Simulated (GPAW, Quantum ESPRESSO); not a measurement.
A computed O K-edge spectrum of one site in a crystal of Hf and O, with its zero at a photon energy of about 531.0 eV (raw 539.9 eV, less 8.9 eV of added terms; uncertain by a few eV). Method: Quantum ESPRESSO XSpectra, PBE, full core hole (charged cell) in a small cell, dipole transitions, broadening that rises with energy, without spin-orbit coupling.

Energy from the lowest empty level; intensity scaled to a mean of 1 over the first 20 eV:

| E (eV) | intensity |
| --- | --- |
| -2.0 | 0.06 |
| -1.5 | 0.08 |
| -1.0 | 0.12 |
| -0.5 | 0.22 |
| 0.0 | 0.62 |
| 0.5 | 1.67 |
| 1.0 | 0.86 |
| 1.5 | 0.51 |
| 2.0 | 0.42 |
| 2.5 | 0.75 |
| 3.0 | 1.70 |
| 3.5 | 2.37 |
| 4.0 | 2.45 |
| 4.5 | 2.02 |
| 5.0 | 1.62 |
| 5.5 | 1.30 |
| 6.0 | 1.10 |
| 6.5 | 0.97 |
| 7.0 | 0.89 |
| 7.5 | 0.89 |
| 8.0 | 0.95 |
| 8.5 | 1.01 |
| 9.0 | 0.99 |
| 9.5 | 0.90 |
| 10.0 | 0.81 |
| 10.5 | 0.77 |
| 11.0 | 0.80 |
| 11.5 | 0.85 |
| 12.0 | 0.90 |
| 12.5 | 0.91 |
| 13.0 | 0.89 |
| 13.5 | 0.86 |
| 14.0 | 0.83 |
| 14.5 | 0.80 |
| 15.0 | 0.79 |
| 15.5 | 0.78 |
| 16.0 | 0.77 |
| 16.5 | 0.76 |
| 17.0 | 0.74 |
| 17.5 | 0.73 |
| 18.0 | 0.72 |
| 18.5 | 0.71 |
| 19.0 | 0.72 |
| 19.5 | 0.73 |
| 20.0 | 0.75 |
| 20.5 | 0.77 |
| 21.0 | 0.78 |
| 21.5 | 0.79 |
| 22.0 | 0.78 |
| 22.5 | 0.75 |
| 23.0 | 0.72 |
| 23.5 | 0.69 |
| 24.0 | 0.66 |
| 24.5 | 0.62 |
| 25.0 | 0.60 |
| 25.5 | 0.57 |
| 26.0 | 0.56 |
| 26.5 | 0.55 |
| 27.0 | 0.54 |
| 27.5 | 0.54 |
| 28.0 | 0.54 |
| 28.5 | 0.54 |
| 29.0 | 0.55 |
| 29.5 | 0.55 |
| 30.0 | 0.55 |
| 30.5 | 0.54 |
| 31.0 | 0.53 |
| 31.5 | 0.52 |
| 32.0 | 0.50 |

Q: Which coordination does this site have?

A K edge sees empty p states; the first features are O p mixed into the empty d states of the Hf neighbours, and the broad ones above probably into the cations' higher empty bands. It is atom 2 of HfO2 (Fm-3m), with 4 Hf at 2.21 Å (tetrahedral, site symmetry -43m). Its main maxima below 24 eV lie at 0.5 eV (1.69), 3.9 eV (2.52), 8.7 eV (1.01), 12.4 eV (0.91) and 21.3 eV (0.79). A near-edge spectrum doesn't fix the structure by itself; it is matched against candidates. The holes are only 6.3 Å apart, so the shape is probably not converged with cell size; no larger cell was run here. The structure is a published determination, not relaxed.

[Hosts, paths, dates, database ids (printed as entryN), source tags and the programs' standing remarks are cut or masked in the printed files.]

[Lists of maxima count a maximum above −3 eV only where it reaches 4 % of the highest in the window and stands out from its surroundings by 2 % of it (1.5 % where it reaches 55 %); shoulders and weaker maxima are passed over, and of the rest the first, up to two pre-edge ones and the few strongest are named.]
